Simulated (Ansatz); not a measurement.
**K on Ru(0001): change of the work function**

How does one ordered layer of K (fcc site) change the work function of Ru(0001), and what dipole does each adsorbate carry?

Main program and level: Ansatz 0.2.0; plane-wave DFT, PBE, Ansatz PAW.

## Step 1: The structure

The cell holds 4 atoms: 4 Ru. Its edges and angles: a = 2.700 Å, b = 2.700 Å, c = 24.415 Å, α = 90.0°, β = 90.0°, γ = 60.0°. Vacuum lies along c.

## Step 2: The clean slab

The bare slab comes first, as the zero from which every change is counted. The two lowest layers are held at bulk places and the upper ones relax. The dipole correction removes the false field that a one-sided slab makes across the periodic vacuum, so each face gets a flat vacuum level of its own.

input.yaml

```yaml
crystal:
  lattice:
    - [2.7, 0.0, 0.0]
    - [1.35, 2.3382685902, 0.0]
    - [0.0, 0.0, 24.4152]
  atoms:
    - { symbol: Ru, position: [0.6666666667, 0.6666666667, 0.3686228251] }
    - { symbol: Ru, position: [0.0, 0.0, 0.4562076084] }
    - { symbol: Ru, position: [0.6666666667, 0.6666666667, 0.5437923916] }
    - { symbol: Ru, position: [0.0, 0.0, 0.6313771749] }
kpoints:
  mp_grid: { grid: [12, 12, 1] }
hamiltonian:
  xc: pbe
scf:
  occupations: { method: fermi_dirac, width: 0.1 }
  convergence: { dr2_threshold: 1.0e-08 }
efield:
  axis: 3
  dipole_correction: true
  ramp_position: 0.97
  ramp_width: 0.06
relax:
  f_tol: 0.02
  max_steps: 60
  constraints: [{ sites: [0, 1] }]
output:
  write_potential: true
  write_density: true
  volumetric_format: npy
```

Started as:

```
$ ansatz run input.yaml --threads 4 --pin off --max-ram 6144MiB --backend cpu --events-out ev --progress --plain --runs-dir out
```

Numbers of over 12 decimals in the logs are rounded to 6 here.

What it wrote:

```text
Engine: ansatz 0.2.0, x86_64-unknown-linux-gnu
Pseudopotentials: kind: paw
Pseudopotential: Ru, paw, valence charge 16, recommended cutoff 420 eV (normal), Ru.paw.azcp
Functional definition: PBE
  parameter kappa = 0.804
  parameter beta = 0.066725
  exchange = pbe_x(kappa = kappa, mu = beta*pi^2/3)
  correlation = pbe_c(beta = beta)
Crystal: 4 atoms, lattice volume = 154.141 Å³
Basis set: ecut = 420 eV, 3063 PW (Γ), exchange–correlation on 40×40×360 points (8 copies of the dense FFT grid, shifted against one another)
Bands: 39, of which v1, the nominal top of the filled ones, is band 32 counted from 1 (31 counted from 0)
Symmetry: 6 space group operations
k-points: 19 of 144 (time reversal used)
Non-local potential: Ru, projectors of the file, l = 0: 3, l = 1: 2, l = 2: 2, l = 3: 1
PAW form: soft (Blöchl's): semilocal exchange-correlation on the pseudo side does not see the compensation charge
PAW one-centre angular grid: Ru, 590 points (default); XC on 64 Gauss nodes
Initial density: superposition of atomic densities (neutral atoms: chi_scale 0, normalization atom), corrected by the library's trained network
Initial wavefunctions: pseudopotential atomic-orbital guess
Functional: x = pbe(κ = 0.804, μ = 0.219515), c = pbe(β = 0.066725)
SCF iter   1: F=—  HF=-23512.726011 eV  |F-HF|=—  |Δ(HF+E_count)|=         —  Δρ=8.02e-3  dr2=4.20e-1  ethr=1.77e-3  p=0.000 e·Å  D=1.72e-13 V/Å  ΔV_dip=-0.00 eV  dr2_dipole=4.18e-8  V_vac-E_F(+/−)=4.75/4.75 eV  ⟨swp⟩=7.4  Hψ=3258  notcnv=0
efield: sawtooth ramp at fractional position 0.9700 (set: `efield.ramp_position`, or a place that a band, a saddle search or an elastic batch's reference lends), width 0.0600; the density the first Hamiltonian is built on has a dipole p = 0.000 e·Å; the dipole correction subtracts the counter field D = 1.72e-13 V/Å, which shifts the + side's vacuum level by -0.00 eV against the − side's; the planar-averaged density in the ramp window peaks in size at 5.1e-6 e/Å³
preconditioner: auto → LDOS  [metal: Δε(μ)=0.040 eV  Ē_g=4.722 eV  σ=0.100 eV  W_gap=0.10  n_scr=18 (ndim 8)  ℏωp=16.9 eV  f_vac=0.584  D(μ)=4.50/eV (n_scr^D=16)  β→1.0]
SCF iter   2: F=—  HF=-23512.720744 eV  |F-HF|=—  |Δ(HF+E_count)|=   5.27e-3  Δρ=3.31e-3  dr2=3.80e-2  ethr=6.57e-4  p=-0.000 e·Å  D=-1.91e-5 V/Å  ΔV_dip=0.00 eV  dr2_dipole=4.74e-7  V_vac-E_F(+/−)=5.00/5.00 eV  ⟨swp⟩=1.5  Hψ=919  notcnv=0
SCF iter   3: F=—  HF=-23512.717885 eV  |F-HF|=—  |Δ(HF+E_count)|=   2.86e-3  Δρ=6.79e-4  dr2=8.55e-4  ethr=5.94e-5  p=-0.000 e·Å  D=-7.45e-6 V/Å  ΔV_dip=0.00 eV  dr2_dipole=3.13e-7  V_vac-E_F(+/−)=5.05/5.05 eV  ⟨swp⟩=2.0  Hψ=932  notcnv=0
SCF iter   4: F=—  HF=-23512.717814 eV  |F-HF|=—  |Δ(HF+E_count)|=   7.10e-5  Δρ=1.58e-4  dr2=1.09e-4  ethr=1.34e-6  p=-0.000 e·Å  D=-6.72e-6 V/Å  ΔV_dip=0.00 eV  dr2_dipole=3.72e-8  V_vac-E_F(+/−)=5.07/5.07 eV  ⟨swp⟩=2.1  Hψ=1171  notcnv=0
SCF iter   5: F=—  HF=-23512.717807 eV  |F-HF|=—  |Δ(HF+E_count)|=   7.07e-6  Δρ=5.25e-5  dr2=8.28e-6  ethr=1.71e-7  p=0.000 e·Å  D=1.09e-6 V/Å  ΔV_dip=-0.00 eV  dr2_dipole=6.26e-10  V_vac-E_F(+/−)=5.08/5.08 eV  ⟨swp⟩=2.2  Hψ=1114  notcnv=0
SCF iter   6: F=—  HF=-23512.717808 eV  |F-HF|=—  |Δ(HF+E_count)|=   8.63e-7  Δρ=2.85e-5  dr2=1.76e-6  ethr=1.29e-8  p=-0.000 e·Å  D=-2.99e-6 V/Å  ΔV_dip=0.00 eV  dr2_dipole=1.53e-11  V_vac-E_F(+/−)=5.09/5.09 eV  ⟨swp⟩=3.0  Hψ=1433  notcnv=0
SCF iter   7: F=—  HF=-23512.717807 eV  |F-HF|=—  |Δ(HF+E_count)|=   1.27e-7  Δρ=8.99e-6  dr2=2.28e-7  ethr=2.74e-9  p=0.000 e·Å  D=5.62e-8 V/Å  ΔV_dip=-0.00 eV  dr2_dipole=3.84e-11  V_vac-E_F(+/−)=5.09/5.09 eV  ⟨swp⟩=2.5  Hψ=1217  notcnv=0
SCF iter   8: F=—  HF=-23512.717808 eV  |F-HF|=—  |Δ(HF+E_count)|=   1.93e-7  Δρ=3.55e-6  dr2=2.81e-8  ethr=3.56e-10  p=-0.000 e·Å  D=-1.07e-7 V/Å  ΔV_dip=0.00 eV  dr2_dipole=1.54e-14  V_vac-E_F(+/−)=5.09/5.09 eV  ⟨swp⟩=2.8  Hψ=1347  notcnv=0
SCF iter   9: F=-23512.717808 eV  HF=-23512.717808 eV  |F-HF|=1.59e-9  |Δ(HF+E_count)|=   2.23e-8  Δρ=1.12e-6  dr2=1.92e-9  ethr=1.56e-11  p=-0.000 e·Å  D=-1.48e-7 V/Å  ΔV_dip=0.00 eV  dr2_dipole=1.59e-13  V_vac-E_F(+/−)=5.09/5.09 eV  ⟨swp⟩=10.6  Hψ=5520  notcnv=0
SCF 1 converged in 9 iterations: F = -23512.717808 eV  dr2 = 1.92e-9
  greatest PAW one-centre occupation: 0.998 electrons in one spin orbital (limit 2), on the Ru atom at site 3 (counted from 0), in its partial waves of l = 0
relax step   1: F+E_penalty+E_count = -23512.71780769 eV  Δ(F+E_penalty+E_count) = +0.000e0 eV  max|allowed force component| = 5.365e-1 eV/Å  Δτ_max = 0.0000 Å  (9 SCF iters, accepted)
Initial density: handed on by an earlier stage of this run
Initial wavefunctions: those handed on with the density
iter 1 solved again at ethr=2.79e-4 eV; its pass at ethr=3.10e-3 eV (dr2=1.79e-1 eV) is discarded
SCF iter   1: F=—  HF=-23512.732681 eV  |F-HF|=—  |Δ(HF+E_count)|=         —  Δρ=4.18e-3  dr2=1.61e-1  ethr=2.79e-4  p=-0.000 e·Å  D=-3.79e-8 V/Å  ΔV_dip=0.00 eV  dr2_dipole=5.05e-2  V_vac-E_F(+/−)=5.08/5.08 eV  ⟨swp⟩=1.4  Hψ=2246  notcnv=0
efield: sawtooth ramp at fractional position 0.9700 (set: `efield.ramp_position`, or a place that a band, a saddle search or an elastic batch's reference lends), width 0.0600; the density the first Hamiltonian is built on has a dipole p = -0.000 e·Å; the dipole correction subtracts the counter field D = -3.79e-8 V/Å, which shifts the + side's vacuum level by +0.00 eV against the − side's; the planar-averaged density in the ramp window peaks in size at 1.2e-6 e/Å³
preconditioner: auto → LDOS  [metal: Δε(μ)=0.011 eV  Ē_g=4.777 eV  σ=0.100 eV  W_gap=0.03  n_scr=18 (ndim 8)  ℏωp=16.9 eV  f_vac=0.589  D(μ)=4.80/eV (n_scr^D=18)  β→1.0]
SCF iter   2: F=—  HF=-23512.729633 eV  |F-HF|=—  |Δ(HF+E_count)|=   3.05e-3  Δρ=1.47e-3  dr2=8.73e-3  ethr=2.51e-4  p=0.001 e·Å  D=1.54e-3 V/Å  ΔV_dip=-0.04 eV  dr2_dipole=1.08e-3  V_vac-E_F(+/−)=5.04/5.07 eV  ⟨swp⟩=1.8  Hψ=865  notcnv=0
SCF iter   3: F=—  HF=-23512.729686 eV  |F-HF|=—  |Δ(HF+E_count)|=   5.33e-5  Δρ=1.46e-3  dr2=8.06e-3  ethr=1.36e-5  p=0.002 e·Å  D=1.78e-3 V/Å  ΔV_dip=-0.04 eV  dr2_dipole=1.74e-4  V_vac-E_F(+/−)=5.04/5.08 eV  ⟨swp⟩=2.9  Hψ=1565  notcnv=0
SCF iter   4: F=—  HF=-23512.727753 eV  |F-HF|=—  |Δ(HF+E_count)|=   1.93e-3  Δρ=1.69e-4  dr2=7.46e-5  ethr=1.26e-5  p=0.001 e·Å  D=1.75e-3 V/Å  ΔV_dip=-0.04 eV  dr2_dipole=2.30e-6  V_vac-E_F(+/−)=5.03/5.07 eV  ⟨swp⟩=2.4  Hψ=1137  notcnv=0
SCF iter   5: F=—  HF=-23512.727758 eV  |F-HF|=—  |Δ(HF+E_count)|=   4.60e-6  Δρ=6.38e-5  dr2=1.06e-5  ethr=1.17e-7  p=0.001 e·Å  D=1.73e-3 V/Å  ΔV_dip=-0.04 eV  dr2_dipole=2.01e-7  V_vac-E_F(+/−)=5.03/5.07 eV  ⟨swp⟩=3.2  Hψ=1577  notcnv=0
SCF iter   6: F=—  HF=-23512.727762 eV  |F-HF|=—  |Δ(HF+E_count)|=   4.92e-6  Δρ=2.64e-5  dr2=1.29e-6  ethr=1.66e-8  p=0.001 e·Å  D=1.75e-3 V/Å  ΔV_dip=-0.04 eV  dr2_dipole=5.93e-9  V_vac-E_F(+/−)=5.03/5.07 eV  ⟨swp⟩=2.3  Hψ=1096  notcnv=0
SCF iter   7: F=—  HF=-23512.727764 eV  |F-HF|=—  |Δ(HF+E_count)|=   1.32e-6  Δρ=6.73e-6  dr2=1.28e-7  ethr=2.01e-9  p=0.002 e·Å  D=1.77e-3 V/Å  ΔV_dip=-0.04 eV  dr2_dipole=1.79e-8  V_vac-E_F(+/−)=5.03/5.07 eV  ⟨swp⟩=3.2  Hψ=1481  notcnv=0
SCF iter   8: F=—  HF=-23512.727764 eV  |F-HF|=—  |Δ(HF+E_count)|=   1.54e-7  Δρ=2.57e-6  dr2=1.72e-8  ethr=2.00e-10  p=0.002 e·Å  D=1.76e-3 V/Å  ΔV_dip=-0.04 eV  dr2_dipole=4.80e-11  V_vac-E_F(+/−)=5.03/5.07 eV  ⟨swp⟩=2.6  Hψ=1257  notcnv=0
SCF iter   9: F=-23512.727764 eV  HF=-23512.727764 eV  |F-HF|=1.10e-8  |Δ(HF+E_count)|=   8.57e-8  Δρ=8.44e-7  dr2=1.48e-9  ethr=1.56e-11  p=0.002 e·Å  D=1.77e-3 V/Å  ΔV_dip=-0.04 eV  dr2_dipole=9.07e-11  V_vac-E_F(+/−)=5.03/5.07 eV  ⟨swp⟩=10.8  Hψ=5450  notcnv=0
SCF 2 converged in 9 iterations: F = -23512.727764 eV  dr2 = 1.48e-9
relax step   2: F+E_penalty+E_count = -23512.72776401 eV  Δ(F+E_penalty+E_count) = -9.956e-3 eV  max|allowed force component| = 2.640e-1 eV/Å  Δτ_max = 0.0631 Å  (9 SCF iters, accepted)
SCF iter   1: F=—  HF=-23512.732132 eV  |F-HF|=—  |Δ(HF+E_count)|=         —  Δρ=2.15e-3  dr2=4.13e-2  ethr=5.39e-4  p=0.002 e·Å  D=1.77e-3 V/Å  ΔV_dip=-0.04 eV  dr2_dipole=1.13e-2  V_vac-E_F(+/−)=5.03/5.08 eV  ⟨swp⟩=2.5  Hψ=1222  notcnv=0
efield: sawtooth ramp at fractional position 0.9700 (set: `efield.ramp_position`, or a place that a band, a saddle search or an elastic batch's reference lends), width 0.0600; the density the first Hamiltonian is built on has a dipole p = 0.002 e·Å; the dipole correction subtracts the counter field D = 1.77e-3 V/Å, which shifts the + side's vacuum level by -0.04 eV against the − side's; the planar-averaged density in the ramp window peaks in size at 1.5e-6 e/Å³
preconditioner: auto → LDOS  [metal: Δε(μ)=0.014 eV  Ē_g=4.748 eV  σ=0.100 eV  W_gap=0.03  n_scr=18 (ndim 8)  ℏωp=16.9 eV  f_vac=0.586  D(μ)=4.73/eV (n_scr^D=18)  β→1.0]
SCF iter   2: F=—  HF=-23512.731434 eV  |F-HF|=—  |Δ(HF+E_count)|=   6.98e-4  Δρ=7.28e-4  dr2=2.45e-3  ethr=6.45e-5  p=0.001 e·Å  D=1.56e-3 V/Å  ΔV_dip=-0.04 eV  dr2_dipole=5.81e-4  V_vac-E_F(+/−)=5.04/5.08 eV  ⟨swp⟩=1.3  Hψ=911  notcnv=0
SCF iter   3: F=—  HF=-23512.731349 eV  |F-HF|=—  |Δ(HF+E_count)|=   8.44e-5  Δρ=6.75e-4  dr2=1.60e-3  ethr=3.83e-6  p=0.001 e·Å  D=1.09e-3 V/Å  ΔV_dip=-0.03 eV  dr2_dipole=1.21e-4  V_vac-E_F(+/−)=5.05/5.07 eV  ⟨swp⟩=3.1  Hψ=1548  notcnv=0
SCF iter   4: F=—  HF=-23512.731028 eV  |F-HF|=—  |Δ(HF+E_count)|=   3.22e-4  Δρ=9.48e-5  dr2=2.67e-5  ethr=2.50e-6  p=0.001 e·Å  D=1.20e-3 V/Å  ΔV_dip=-0.03 eV  dr2_dipole=7.98e-8  V_vac-E_F(+/−)=5.05/5.07 eV  ⟨swp⟩=2.0  Hψ=1076  notcnv=0
SCF iter   5: F=—  HF=-23512.731021 eV  |F-HF|=—  |Δ(HF+E_count)|=   6.50e-6  Δρ=2.91e-5  dr2=1.95e-6  ethr=4.16e-8  p=0.001 e·Å  D=1.21e-3 V/Å  ΔV_dip=-0.03 eV  dr2_dipole=2.54e-7  V_vac-E_F(+/−)=5.04/5.07 eV  ⟨swp⟩=3.1  Hψ=1467  notcnv=0
SCF iter   6: F=—  HF=-23512.731025 eV  |F-HF|=—  |Δ(HF+E_count)|=   4.17e-6  Δρ=1.06e-5  dr2=2.21e-7  ethr=3.05e-9  p=0.001 e·Å  D=1.21e-3 V/Å  ΔV_dip=-0.03 eV  dr2_dipole=1.94e-9  V_vac-E_F(+/−)=5.05/5.07 eV  ⟨swp⟩=2.2  Hψ=1109  notcnv=0
SCF iter   7: F=—  HF=-23512.731026 eV  |F-HF|=—  |Δ(HF+E_count)|=   3.04e-7  Δρ=3.59e-6  dr2=4.51e-8  ethr=3.45e-10  p=0.001 e·Å  D=1.20e-3 V/Å  ΔV_dip=-0.03 eV  dr2_dipole=5.24e-9  V_vac-E_F(+/−)=5.05/5.07 eV  ⟨swp⟩=2.9  Hψ=1359  notcnv=0
SCF iter   8: F=-23512.731026 eV  HF=-23512.731026 eV  |F-HF|=2.13e-8  |Δ(HF+E_count)|=   4.02e-8  Δρ=1.12e-6  dr2=4.95e-9  ethr=1.56e-11  p=0.001 e·Å  D=1.20e-3 V/Å  ΔV_dip=-0.03 eV  dr2_dipole=1.46e-10  V_vac-E_F(+/−)=5.05/5.08 eV  ⟨swp⟩=10.9  Hψ=5666  notcnv=0
SCF 3 converged in 8 iterations: F = -23512.731026 eV  dr2 = 4.95e-9
relax step   3: F+E_penalty+E_count = -23512.73102571 eV  Δ(F+E_penalty+E_count) = -3.262e-3 eV  max|allowed force component| = 1.726e-2 eV/Å  Δτ_max = 0.0292 Å  (8 SCF iters, accepted)
NSCF: frozen V_eff on 19 k-points
the band table was solved once a step of the walk had ended and its energy, with any forces and stress, was formed, with the checks that follow a solve (3207 applications of the Hamiltonian). They found nothing against the state; the energy, forces and stress were not computed again (output.eigenvalues in the input reference)
WARN: The input density's exchange-correlation potential varies sharply where the density is thin. Do not read a vacuum level from v_tot or v_xc, or from such a field of the output density. On a cell that repeats whose density bears no net charge and no dipole along the vacuum's axis use v_es (v_loc + v_h of the components); under efield.dipole_correction with no amplitude use v_es + v_field, which holds any external [...]
SCF converged after 8 iterations
Free energy (F): -23512.731026 eV
Harris-Foulkes:  -23512.731026 eV  (|F-HF|=2.13e-8)
Internal energy: -23512.573717 eV  (E = F + TS)
E sigma→0 (E₀):  -23512.652371 eV
Entropy (-TS):   -0.157309 eV (-39.327 meV/atom)
Fermi energy:    5.070093 eV
Dipole field:    D = 0.001218 V/Å  (p = 0.001038 e·Å, saw-weighted, corrected)
Work function:   Φ+ = 5.0457 eV   Φ− = 5.0754 eV
Levels:          The Fermi level and band energies are counted from a zero that moves with the ramp; work functions are not
--- Per-component energies (eV) ---
  E_band       = -1382.396253
  E_kinetic    = 2053.424202
  E_local      = -108450.119798  (includes V_loc(G=0)·N_el)
  E_nonlocal   = 1374.134426
  E_hartree    = 52740.331342
  E_xc         = -759.224491
  E_vxc        = -952.769083  (∫ρ·V_xc dr)
  E_paw        = -13843.557205  (= ΣΔE_a)
  E_vpaw       = -887.740778  (= ΣTr[D̂ρ^β])
  E_aug_tail   = -0.000773  (compensation charges beyond the density's cutoff)
  E_efield     = 0.000001  (sawtooth field / dipole correction)
  E_vefield    = 0.000284  (∫n·V_field dr)
  E_ewald      = 43372.438579
  E_smearing   = -0.157309  (= −TS)
  E_closure    = -0.000000  (closes the sum)
  Σ components = -23512.731026   (vs F -23512.731026, Δ=0.00e0)
--- Forces (eV/Å), atoms counted from 1 ---
  atom   1  Ru     0.00000000     0.00000000     0.47191095
  atom   2  Ru    -0.00000000     0.00000000    -0.45864814
  atom   3  Ru    -0.00000000    -0.00000000    -0.01725945
  atom   4  Ru    -0.00000000     0.00000000     0.00398371
  max |Σ_I F_I| component: 1.29e-5 eV/Å
--- Band table (eV; the first three rows and the last of 19) ---
  k-point 0: bands = [... 28 lower, 3.1032, 3.1032, 3.3035, 4.2564, 4.2564, 5.1708, 5.2356, 5.2356, ... 3 higher]
  k-point 1: bands = [... 28 lower, 3.1352, 3.2707, 3.3655, 4.0857, 4.2001, 4.6895, 4.9614, 5.1771, ... 3 higher]
  k-point 2: bands = [... 28 lower, 3.2004, 3.4733, 3.6256, 3.7607, 4.0789, 4.3168, 4.8058, 5.0858, ... 3 higher]
  k-point 18: bands = [... 28 lower, 3.0217, 3.8651, 4.4540, 5.7029, 5.7380, 5.7613, 6.1990, 6.2368, ... 3 higher]
--- Relaxed structure (3 steps of the walk, 3 accepted, 0 SCFs on fresh bases) ---
  F+E_penalty+E_count = -23512.73102571 eV   max|allowed force component| = 1.726e-2 eV/Å
  atoms:
    - { symbol: Ru, position: [0.666667, 0.666667, 0.3686228251] }
    - { symbol: Ru, position: [0.0, 0.0, 0.456208] }
    - { symbol: Ru, position: [0.666667, 0.666667, 0.544587] }
    - { symbol: Ru, position: [-1.3936488625150292e-18, 0, 0.629989] }
```

It took 11 s on 4 threads of AMD EPYC 7R43, shared host; peak memory 0.49 GiB; 39 s of CPU time.

Relaxation path:

| step | energy less that of the first step (eV) | largest force component (eV/Å) |
| --- | --- | --- |
| 1 | 0.0000 | 0.5365 |
| 2 | -0.0100 | 0.2640 |
| 3 | -0.0132 | 0.0173 |

The run keeps the 6 symmetry operations that it works with, so distortions that break them were not tested.

The atoms that moved most (Å):

| atom | dx | dy | dz | length |
| --- | --- | --- | --- | --- |
| Ru4 | 0.000 | 0.000 | -0.034 | 0.034 |
| Ru3 | 0.000 | 0.000 | 0.019 | 0.019 |

The relaxed structure:

```xyz
4
Lattice="2.7000 0.0000 0.0000 1.3500 2.3383 0.0000 0.0000 0.0000 24.4152" Properties=species:S:1:pos:R:3
Ru    2.7000    1.5588    9.0000
Ru    0.0000    0.0000   11.1384
Ru    2.7000    1.5588   13.2962
Ru    0.0000    0.0000   15.3813
```

Numbers from this step:

```
energy at zero smearing        : -23512.6524 eV
work function, upper face      : 5.046 eV
work function, lower face      : 5.075 eV
dipole along the normal        : 0.001038 e·Å
step between the vacuum levels : -0.02975 eV
```

Running mean over 2.138 Å of the planar mean; the ramp of the sawtooth is left out. The electron's electrostatic potential energy less the Fermi level by z:

| z (Å) | electron's electrostatic potential energy less the Fermi level (eV) |
| --- | --- |
| 3 | 5.08 |
| 4 | 5.07 |
| 5 | 5.07 |
| 6 | 4.98 |
| 7 | 3.94 |
| 8 | -6.27 |
| 9 | -14.2 |
| 10 | -14.6 |
| 11 | -14.8 |
| 12 | -14.6 |
| 13 | -14.9 |
| 14 | -15.4 |
| 15 | -14.8 |
| 16 | -11.4 |
| 17 | 1.85 |
| 18 | 4.81 |
| 19 | 5.03 |
| 20 | 5.04 |
| 21 | 5.05 |

The relaxation took 3 steps and lowered the energy by 0.013 eV; the largest force on the free atoms ends at 0.017 eV/Å.

The work function of the upper face is 5.05 eV.

(Part 1 of 2 ends here.)

[Logs are printed without paths, hosts, clocks, repeated set-up lines and the standing remarks that a program may print on its own settings, such as how far it seeks lower states.]

[Hosts, paths, dates, database ids (printed as entryN), source tags and the programs' standing remarks are cut or masked in the printed files.]

[Maps of the electrostatic potential energy from Ansatz leave out the sawtooth potential of an applied field or a dipole correction, so their vacuum need not be flat; planar profiles and work functions include it.]
